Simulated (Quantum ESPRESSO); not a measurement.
**How cutoff, mesh and threshold together moves the magnetism of SrMn2As2**

Wanted: the cheapest choice of cutoff, mesh and threshold together that holds the magnetic results of SrMn2As2.

Main program and level: Quantum ESPRESSO 7.5; LDA; plane waves with GBRV 1.5 LDA potentials, no spin-orbit coupling (settings of the first rung).

**1. Starting point**

The structure is trigonal, space group P-3m1 (No. 164). The conventional cell has a = 4.076 Å, b = 4.076 Å, c = 7.351 Å, α = 90.00°, β = 90.00°, γ = 120.00°. Sr has 6 As at 3.14 Å nearest. Nearest to Mn lie 4 As at 2.43 to 2.48 Å. As has 4 Mn at 2.43 to 2.48 Å and 3 Sr at 3.14 Å nearest. Farther neighbours, and contacts between anions beyond the nearest, are not listed.

The cell comes from a database of computed structures and need not be the stable phase.

**2. Rung 1, start ferro ++**

File pw.in:

```
&CONTROL
  calculation = 'scf'
  prefix = 'pwscf'
  outdir = './tmp'
  pseudo_dir = './pseudo'
  disk_io = 'nowf'
/
&SYSTEM
  ibrav = 0
  celldm(1) = 8
  nat = 5
  ntyp = 3
  ecutwfc = 22
  ecutrho = 154
  nbnd = 38
  occupations = 'smearing'
  smearing = 'fd'
  degauss = 0.00999582
  nspin = 2
  starting_magnetization(1) = 0
  starting_magnetization(2) = 0.2333
  starting_magnetization(3) = 0
/
&ELECTRONS
  conv_thr = 5d-06
  electron_maxstep = 150
  mixing_beta = 0.3
/
ATOMIC_SPECIES
Sr     87.6200 sr_lda_v1.uspp.F.UPF
Mn     54.9380 mn_lda_v1.5.uspp.F.UPF
As     74.9216 as_lda_v1.uspp.F.UPF
CELL_PARAMETERS alat
   0.9628886845732    0.0000000000000    0.0000000000000
  -0.4814443422984    0.8338860618582    0.0000000000000
   0.0000000000000    0.0000000000000    1.7365324055280
ATOMIC_POSITIONS crystal
Sr      0.0000000000    0.0000000000    0.0000000000
Mn      0.6666666700    0.3333333300    0.3876830000
Mn      0.3333333300    0.6666666700    0.6123170000
As      0.6666666700    0.3333333300    0.7179570000
As      0.3333333300    0.6666666700    0.2820430000
K_POINTS automatic
4 4 2 0 0 0
```

Started as:

```sh
$ OMP_NUM_THREADS=1 mpirun -n 2 pw.x -nk 2 -in pw.in > pw.out
```

Log:

```text
Program PWSCF v.7.5 starts

     Message from routine setup:
     using ibrav=0 with symmetry is DISCOURAGED, use correct ibrav instead

     K-points division:     npool     =       2
     Subspace diagonalization in iterative solution of the eigenvalue problem:

     bravais-lattice index     =            0
     lattice parameter (alat)  =       8.0000  a.u.
     unit-cell volume          =     713.8972 (a.u.)^3
     number of atoms/cell      =            5
     number of atomic types    =            3
     number of electrons       =        50.00
     number of Kohn-Sham states=           38
     kinetic-energy cutoff     =      22.0000  Ry
     charge density cutoff     =     154.0000  Ry
     scf convergence threshold =      5.0E-06
     mixing beta               =       0.3000
     number of iterations used =            8  plain     mixing
     Exchange-correlation= SLA  PZ   NOGX NOGC
                           (   1   1   0   0   0   0   0)

     celldm(1)=   8.000000  celldm(2)=   0.000000  celldm(3)=   0.000000
     celldm(4)=   0.000000  celldm(5)=   0.000000  celldm(6)=   0.000000

     crystal axes: (cart. coord. in units of alat)
               a(1) = (   0.962889   0.000000   0.000000 )
               a(2) = (  -0.481444   0.833886   0.000000 )
               a(3) = (   0.000000   0.000000   1.736532 )

     reciprocal axes: (cart. coord. in units 2 pi/alat)
               b(1) = (  1.038542  0.599602 -0.000000 )
               b(2) = (  0.000000  1.199205  0.000000 )
               b(3) = (  0.000000 -0.000000  0.575860 )

     PseudoPot. # 1 for Sr read from file:
     sr_lda_v1.uspp.F.UPF
     Pseudo is Ultrasoft + core correction, Zval = 10.0

     PseudoPot. # 2 for Mn read from file:
     mn_lda_v1.5.uspp.F.UPF
     Pseudo is Ultrasoft + core correction, Zval = 15.0

     PseudoPot. # 3 for As read from file:
     as_lda_v1.uspp.F.UPF
     Pseudo is Ultrasoft + core correction, Zval =  5.0

     atomic species   valence    mass     pseudopotential
     Sr               10.00    87.62000     Sr( 1.00)
     Mn               15.00    54.93800     Mn( 1.00)
     As                5.00    74.92160     As( 1.00)

     Starting magnetic structure
     atomic species   magnetization
     Sr              0.000
     Mn              0.233
     As              0.000

     12 Sym. Ops., with inversion, found

   Cartesian axes

     site n.     atom                  positions (alat units)
         1        Sr     tau(   1) = (   0.0000000   0.0000000   0.0000000  )
         2        Mn     tau(   2) = (   0.4814443   0.2779620   0.6732241  )
         3        Mn     tau(   3) = (  -0.0000000   0.5559240   1.0633083  )
         4        As     tau(   4) = (   0.4814443   0.2779620   1.2467556  )
         5        As     tau(   5) = (  -0.0000000   0.5559240   0.4897768  )

     number of k points=     8  Fermi-Dirac smearing, width (Ry)=  0.0100
                       cart. coord. in units 2pi/alat
        k(    1) = (   0.0000000   0.0000000   0.0000000), wk =   0.0312500
        k(    2) = (   0.0000000   0.0000000  -0.2879301), wk =   0.0312500
        k(    3) = (   0.0000000   0.2998011   0.0000000), wk =   0.1875000
        k(    4) = (   0.0000000   0.2998011  -0.2879301), wk =   0.1875000
        k(    5) = (   0.0000000  -0.5996023   0.0000000), wk =   0.0937500
        k(    6) = (   0.0000000  -0.5996023  -0.2879301), wk =   0.0937500
        k(    7) = (   0.2596354   0.4497017   0.0000000), wk =   0.1875000
        k(    8) = (   0.2596354   0.4497017  -0.2879301), wk =   0.1875000

     Dense  grid:    22999 G-vectors     FFT dimensions: (  32,  32,  60)

     Smooth grid:     9953 G-vectors     FFT dimensions: (  24,  24,  45)

     Check: negative core charge=   -0.000031
     Generating pointlists ...
     new r_m :   0.3056 (alat units)  2.4450 (a.u.) for type    1
     new r_m :   0.2366 (alat units)  1.8927 (a.u.) for type    2
     new r_m :   0.2366 (alat units)  1.8927 (a.u.) for type    3

     Initial potential from superposition of free atoms

     starting charge      48.9724, renormalised to      50.0000

     negative rho (up, down):  3.154E-02 3.155E-02
     Starting wfcs are   47 randomized atomic wfcs

     Self-consistent Calculation

     iteration #  1     ecut=    22.00 Ry     beta= 0.30
     Davidson diagonalization with overlap
     ethr =  1.00E-02,  avg # of iterations =  2.4

     negative rho (up, down):  3.126E-02 3.127E-02

     total energy              =    -570.56869460 Ry
     estimated scf accuracy    <       2.69199933 Ry

     total magnetization       =     5.26 Bohr mag/cell
     absolute magnetization    =     5.53 Bohr mag/cell

     iteration #  2     ecut=    22.00 Ry     beta= 0.30
     Davidson diagonalization with overlap
     ethr =  5.38E-03,  avg # of iterations =  2.1

     negative rho (up, down):  3.121E-02 3.122E-02

     total energy              =    -570.68730494 Ry
     estimated scf accuracy    <       3.62859574 Ry

     total magnetization       =     4.10 Bohr mag/cell
     absolute magnetization    =     4.86 Bohr mag/cell

     [... further iterations left out ...]

     iteration #  8     ecut=    22.00 Ry     beta= 0.30
     Davidson diagonalization with overlap
     ethr =  3.79E-07,  avg # of iterations =  1.5

     negative rho (up, down):  3.171E-02 3.177E-02

     total energy              =    -571.19734981 Ry
     estimated scf accuracy    <       0.00003573 Ry

     total magnetization       =     5.76 Bohr mag/cell
     absolute magnetization    =     6.21 Bohr mag/cell

     iteration #  9     ecut=    22.00 Ry     beta= 0.30
     Davidson diagonalization with overlap
     ethr =  7.15E-08,  avg # of iterations =  1.3

     negative rho (up, down):  3.171E-02 3.177E-02

     Magnetic moment per site  (integrated on atomic sphere of radius R)
     atom   1 (R=0.306)  charge=  8.1449  magn=  0.0054
     atom   2 (R=0.237)  charge= 13.1496  magn=  2.7266
     atom   3 (R=0.237)  charge= 13.1496  magn=  2.7266
     atom   4 (R=0.237)  charge=  2.7086  magn= -0.0738
     atom   5 (R=0.237)  charge=  2.7086  magn= -0.0738

     End of self-consistent calculation

     [... lines left out ...]
     the Fermi energy is     9.2959 ev

!    total energy              =    -571.19735896 Ry
     estimated scf accuracy    <       0.00000200 Ry
     smearing contrib. (-TS)   =      -0.02361581 Ry
     internal energy E=F+TS    =    -571.17374315 Ry

     The total energy is F=E-TS. E is the sum of the following terms:
     one-electron contribution =    -357.01714110 Ry
     hartree contribution      =     194.83296766 Ry
     xc contribution           =    -132.74639982 Ry
     ewald contribution        =    -276.24316988 Ry

     total magnetization       =     5.75 Bohr mag/cell
     absolute magnetization    =     6.21 Bohr mag/cell

     convergence has been achieved in   9 iterations

=------------------------------------------------------------------------------=
   JOB DONE.
=------------------------------------------------------------------------------=
```

Wall time 8.3 s (2 MPI ranks of Intel Xeon 6975P-C (Granite Rapids), shared host); peak memory 0.22 GiB; 16 s of CPU time.

Spin moment in the atom's sphere by atom:

```
atom  spin moment in the atom's sphere (μB)
 Sr1                                   0.01
 Mn2                                   2.73
 Mn3                                   2.73
 As4                                  -0.07
 As5                                  -0.07
```

This step gave:

```yaml
magnetization: 5.755 μB
final_state: ferromagnetic
```

**3. Rung 1, start antiferro +-**

pw.in: that of step 2 with these lines changed.

```diff
@@ -11,6 +11,6 @@
   nat = 5
-  ntyp = 3
+  ntyp = 4
   ecutwfc = 22
   ecutrho = 154
-  nbnd = 38
+  nbnd = 34
   occupations = 'smearing'
@@ -21,3 +21,4 @@
   starting_magnetization(2) = 0.2333
-  starting_magnetization(3) = 0
+  starting_magnetization(3) = -0.2333
+  starting_magnetization(4) = 0
 /
@@ -30,3 +31,4 @@
 Sr     87.6200 sr_lda_v1.uspp.F.UPF
-Mn     54.9380 mn_lda_v1.5.uspp.F.UPF
+Mn1    54.9380 mn_lda_v1.5.uspp.F.UPF
+Mn2    54.9380 mn_lda_v1.5.uspp.F.UPF
 As     74.9216 as_lda_v1.uspp.F.UPF
@@ -38,4 +40,4 @@
 Sr      0.0000000000    0.0000000000    0.0000000000
-Mn      0.6666666700    0.3333333300    0.3876830000
-Mn      0.3333333300    0.6666666700    0.6123170000
+Mn1     0.6666666700    0.3333333300    0.3876830000
+Mn2     0.3333333300    0.6666666700    0.6123170000
 As      0.6666666700    0.3333333300    0.7179570000
```

Log:

```text
     [... lines left out ...]
Program PWSCF v.7.5 starts
     [... lines left out ...]
     number of atoms/cell      =            5
     [... lines left out ...]
     number of electrons       =        50.00
     number of Kohn-Sham states=           34
     kinetic-energy cutoff     =      22.0000  Ry
     charge density cutoff     =     154.0000  Ry
     scf convergence threshold =      5.0E-06
     [... lines left out ...]
      6 Sym. Ops. (no inversion) found
     [... lines left out ...]
     number of k points=     8  Fermi-Dirac smearing, width (Ry)=  0.0100
     [... lines left out ...]
     iteration # 11     ecut=    22.00 Ry     beta= 0.30
     [... lines left out ...]
     Magnetic moment per site  (integrated on atomic sphere of radius R)
     atom   1 (R=0.306)  charge=  8.1402  magn= -0.0000
     atom   2 (R=0.237)  charge= 13.1350  magn=  3.1751
     atom   3 (R=0.237)  charge= 13.1350  magn= -3.1749
     atom   4 (R=0.237)  charge=  2.7314  magn=  0.0135
     atom   5 (R=0.237)  charge=  2.7316  magn= -0.0134
     [... lines left out ...]
     the Fermi energy is     9.3752 ev
!    total energy              =    -571.22585226 Ry
     estimated scf accuracy    <       0.00000488 Ry
     smearing contrib. (-TS)   =      -0.01212273 Ry
     [... lines left out ...]
     total magnetization       =     0.00 Bohr mag/cell
     absolute magnetization    =     7.22 Bohr mag/cell
     convergence has been achieved in  11 iterations
```

Wall time 9.4 s (2 MPI ranks); peak memory 0.23 GiB; 18 s of CPU time.

Spin moment in the atom's sphere by atom:

```
atom  spin moment in the atom's sphere (μB)
 Sr1                                   0.00
 Mn2                                   3.18
 Mn3                                  -3.17
 As4                                   0.01
 As5                                  -0.01
```

This step gave:

```yaml
magnetization: 0 μB
final_state: antiferromagnetic
```

**4. Rung 2, start ferro ++**

File pw.in:

```
&CONTROL
  calculation = 'scf'
  prefix = 'pwscf'
  outdir = './tmp'
  pseudo_dir = './pseudo'
  disk_io = 'nowf'
/
&SYSTEM
  ibrav = 0
  celldm(1) = 8
  nat = 5
  ntyp = 3
  ecutwfc = 30
  ecutrho = 210
  nbnd = 38
  occupations = 'smearing'
  smearing = 'fd'
  degauss = 0.00999582
  nspin = 2
  starting_magnetization(1) = 0
  starting_magnetization(2) = 0.2333
  starting_magnetization(3) = 0
/
&ELECTRONS
  conv_thr = 5d-07
  electron_maxstep = 150
  mixing_beta = 0.3
/
ATOMIC_SPECIES
Sr     87.6200 sr_lda_v1.uspp.F.UPF
Mn     54.9380 mn_lda_v1.5.uspp.F.UPF
As     74.9216 as_lda_v1.uspp.F.UPF
CELL_PARAMETERS alat
   0.9628886845732    0.0000000000000    0.0000000000000
  -0.4814443422984    0.8338860618582    0.0000000000000
   0.0000000000000    0.0000000000000    1.7365324055280
ATOMIC_POSITIONS crystal
Sr      0.0000000000    0.0000000000    0.0000000000
Mn      0.6666666700    0.3333333300    0.3876830000
Mn      0.3333333300    0.6666666700    0.6123170000
As      0.6666666700    0.3333333300    0.7179570000
As      0.3333333300    0.6666666700    0.2820430000
K_POINTS automatic
6 6 6 0 0 0
```

Log:

```text
     [... lines left out ...]
Program PWSCF v.7.5 starts
     [... lines left out ...]
     number of atoms/cell      =            5
     [... lines left out ...]
     number of electrons       =        50.00
     number of Kohn-Sham states=           38
     kinetic-energy cutoff     =      30.0000  Ry
     charge density cutoff     =     210.0000  Ry
     scf convergence threshold =      5.0E-07
     [... lines left out ...]
     12 Sym. Ops., with inversion, found
     [... lines left out ...]
     number of k points=    34  Fermi-Dirac smearing, width (Ry)=  0.0100
     [... lines left out ...]
     iteration # 12     ecut=    30.00 Ry     beta= 0.30
     [... lines left out ...]
     Magnetic moment per site  (integrated on atomic sphere of radius R)
     atom   1 (R=0.306)  charge=  8.1467  magn=  0.0029
     atom   2 (R=0.237)  charge= 13.1108  magn=  2.5806
     atom   3 (R=0.237)  charge= 13.1108  magn=  2.5806
     atom   4 (R=0.237)  charge=  2.7066  magn= -0.0760
     atom   5 (R=0.237)  charge=  2.7066  magn= -0.0760
     [... lines left out ...]
     the Fermi energy is     9.2838 ev
!    total energy              =    -572.29436693 Ry
     estimated scf accuracy    <       0.00000005 Ry
     smearing contrib. (-TS)   =      -0.02115723 Ry
     [... lines left out ...]
     total magnetization       =     5.44 Bohr mag/cell
     absolute magnetization    =     5.92 Bohr mag/cell
     convergence has been achieved in  12 iterations
```

Elapsed: 42 s, on 2 MPI ranks; peak memory 0.35 GiB.

This step gave:

| Quantity | Value |
| --- | --- |
| magnetization | 5.445 μB |
| final state | ferromagnetic |
| largest moment | 2.581 μB |

**5. Rung 2, start antiferro +-**

pw.in: that of step 4 with these lines changed.

```diff
@@ -11,6 +11,6 @@
   nat = 5
-  ntyp = 3
+  ntyp = 4
   ecutwfc = 30
   ecutrho = 210
-  nbnd = 38
+  nbnd = 34
   occupations = 'smearing'
@@ -21,3 +21,4 @@
   starting_magnetization(2) = 0.2333
-  starting_magnetization(3) = 0
+  starting_magnetization(3) = -0.2333
+  starting_magnetization(4) = 0
 /
@@ -30,3 +31,4 @@
 Sr     87.6200 sr_lda_v1.uspp.F.UPF
-Mn     54.9380 mn_lda_v1.5.uspp.F.UPF
+Mn1    54.9380 mn_lda_v1.5.uspp.F.UPF
+Mn2    54.9380 mn_lda_v1.5.uspp.F.UPF
 As     74.9216 as_lda_v1.uspp.F.UPF
@@ -38,4 +40,4 @@
 Sr      0.0000000000    0.0000000000    0.0000000000
-Mn      0.6666666700    0.3333333300    0.3876830000
-Mn      0.3333333300    0.6666666700    0.6123170000
+Mn1     0.6666666700    0.3333333300    0.3876830000
+Mn2     0.3333333300    0.6666666700    0.6123170000
 As      0.6666666700    0.3333333300    0.7179570000
```

Log:

```text
     [... lines left out ...]
Program PWSCF v.7.5 starts
     [... lines left out ...]
     number of atoms/cell      =            5
     [... lines left out ...]
     number of electrons       =        50.00
     number of Kohn-Sham states=           34
     kinetic-energy cutoff     =      30.0000  Ry
     charge density cutoff     =     210.0000  Ry
     scf convergence threshold =      5.0E-07
     [... lines left out ...]
      6 Sym. Ops. (no inversion) found
     [... lines left out ...]
     number of k points=    34  Fermi-Dirac smearing, width (Ry)=  0.0100
     [... lines left out ...]
     iteration # 13     ecut=    30.00 Ry     beta= 0.30
     [... lines left out ...]
     Magnetic moment per site  (integrated on atomic sphere of radius R)
     atom   1 (R=0.306)  charge=  8.1421  magn=  0.0000
     atom   2 (R=0.237)  charge= 13.0950  magn=  3.0962
     atom   3 (R=0.237)  charge= 13.0951  magn= -3.0961
     atom   4 (R=0.237)  charge=  2.7306  magn=  0.0139
     atom   5 (R=0.237)  charge=  2.7306  magn= -0.0139
     [... lines left out ...]
     the Fermi energy is     9.4240 ev
!    total energy              =    -572.32110414 Ry
     estimated scf accuracy    <       0.00000010 Ry
     smearing contrib. (-TS)   =      -0.01228486 Ry
     [... lines left out ...]
     total magnetization       =     0.00 Bohr mag/cell
     absolute magnetization    =     7.09 Bohr mag/cell
     convergence has been achieved in  13 iterations
```

The job ended after 47 s (2 MPI ranks; peak memory 0.35 GiB; 93 s of CPU time).

Numbers from this step:

* magnetization: 0 μB
* final state: antiferromagnetic
* largest moment: 3.096 μB

**6. Rung 3, start ferro ++**

File pw.in:

```
&CONTROL
  calculation = 'scf'
  prefix = 'pwscf'
  outdir = './tmp'
  pseudo_dir = './pseudo'
  disk_io = 'nowf'
/
&SYSTEM
  ibrav = 0
  celldm(1) = 8
  nat = 5
  ntyp = 3
  ecutwfc = 40
  ecutrho = 280
  nbnd = 38
  occupations = 'smearing'
  smearing = 'fd'
  degauss = 0.00999582
  nspin = 2
  starting_magnetization(1) = 0
  starting_magnetization(2) = 0.2333
  starting_magnetization(3) = 0
/
&ELECTRONS
  conv_thr = 1d-08
  electron_maxstep = 150
  mixing_beta = 0.3
/
ATOMIC_SPECIES
Sr     87.6200 sr_lda_v1.uspp.F.UPF
Mn     54.9380 mn_lda_v1.5.uspp.F.UPF
As     74.9216 as_lda_v1.uspp.F.UPF
CELL_PARAMETERS alat
   0.9628886845732    0.0000000000000    0.0000000000000
  -0.4814443422984    0.8338860618582    0.0000000000000
   0.0000000000000    0.0000000000000    1.7365324055280
ATOMIC_POSITIONS crystal
Sr      0.0000000000    0.0000000000    0.0000000000
Mn      0.6666666700    0.3333333300    0.3876830000
Mn      0.3333333300    0.6666666700    0.6123170000
As      0.6666666700    0.3333333300    0.7179570000
As      0.3333333300    0.6666666700    0.2820430000
K_POINTS automatic
8 8 4 0 0 0
```

Log:

```text
     [... lines left out ...]
Program PWSCF v.7.5 starts
     [... lines left out ...]
     number of atoms/cell      =            5
     [... lines left out ...]
     number of electrons       =        50.00
     number of Kohn-Sham states=           38
     kinetic-energy cutoff     =      40.0000  Ry
     charge density cutoff     =     280.0000  Ry
     scf convergence threshold =      1.0E-08
     [... lines left out ...]
     12 Sym. Ops., with inversion, found
     [... lines left out ...]
     number of k points=    35  Fermi-Dirac smearing, width (Ry)=  0.0100
     [... lines left out ...]
     iteration # 14     ecut=    40.00 Ry     beta= 0.30
     [... lines left out ...]
     Magnetic moment per site  (integrated on atomic sphere of radius R)
     atom   1 (R=0.306)  charge=  8.1462  magn=  0.0015
     atom   2 (R=0.237)  charge= 13.1105  magn=  2.5644
     atom   3 (R=0.237)  charge= 13.1105  magn=  2.5644
     atom   4 (R=0.237)  charge=  2.7067  magn= -0.0767
     atom   5 (R=0.237)  charge=  2.7067  magn= -0.0767
     [... lines left out ...]
     the Fermi energy is     9.2898 ev
!    total energy              =    -572.33841462 Ry
     estimated scf accuracy    <          4.8E-09 Ry
     smearing contrib. (-TS)   =      -0.02105798 Ry
     [... lines left out ...]
     total magnetization       =     5.40 Bohr mag/cell
     absolute magnetization    =     5.88 Bohr mag/cell
     convergence has been achieved in  14 iterations
```

The job ended after 75 s (2 MPI ranks; peak memory 0.47 GiB).

Numbers from this step:

| Item | Value |
| --- | --- |
| magnetization | 5.399 μB |
| final state | ferromagnetic |
| largest moment | 2.564 μB |

(Part 1 of 2 ends here.)

[Long decimals in the printed logs are rounded to 6 places.]

[Logs and program files are shortened in this print: banners, set-up blocks, solver, clock and traceback lines can be left out without a mark of their own.]

[Logs are printed without paths, hosts, clocks, repeated set-up lines and the standing remarks that a program may print on its own settings, such as how far it seeks lower states.]

[Hosts, paths, dates, database ids (printed as entryN), source tags and the programs' standing remarks are cut or masked in the printed files.]

[Where the starting crystal was built by hand or by swapping elements, it need not be the compound's stable phase.]

[Where a cell is said to come from a database of computed structures, the database is the Materials Project.]

[Lattice constants that a cell's source calls measured were typed from memory.]
